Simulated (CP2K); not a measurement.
The C K edge of tetramethylammonium was computed by TDDFT (CP2K XAS_TDP, aug-cc-pVDZ, TDA) at these levels: PBE0, PBEh(45%) and PBEh(45%) + GW2X. The first three lines of C1 (bonded to N and 3 H) with a strength over 0.0015, energy in eV and strength:

```
run           first          second           third
  1  284.64 (0.045)  286.07 (0.002)  286.39 (0.066)
  2  291.12 (0.044)  292.55 (0.002)  292.87 (0.065)
  3  278.74 (0.019)  279.75 (0.006)  280.18 (0.034)
```

Question: Which run is which?

Run 1: PBEh(45%) (45 % exact exchange). Run 2: PBEh(45%) + GW2X (45 % exact exchange). Run 3: PBE0 (25 % exact exchange). Self-interaction lifts the core level, so the uncorrected lines rise with the share of exact exchange. The GW2X run keeps the spacings of its parent: 1.43 eV between the first two lines in run 2, 1.43 eV in run 1. Its shift is +6.48 eV, since the Kohn–Sham level at this share of exchange lies that far above the quasiparticle level.

[Banner, clock and machine lines of the logs are left out without a mark of their own.]

[Logs are printed without paths, hosts, clocks, repeated set-up lines and the standing remarks that a program may print on its own settings, such as how far it seeks lower states.]

[Hosts, paths, dates, database ids (printed as entryN), source tags and the programs' standing remarks are cut or masked in the printed files.]
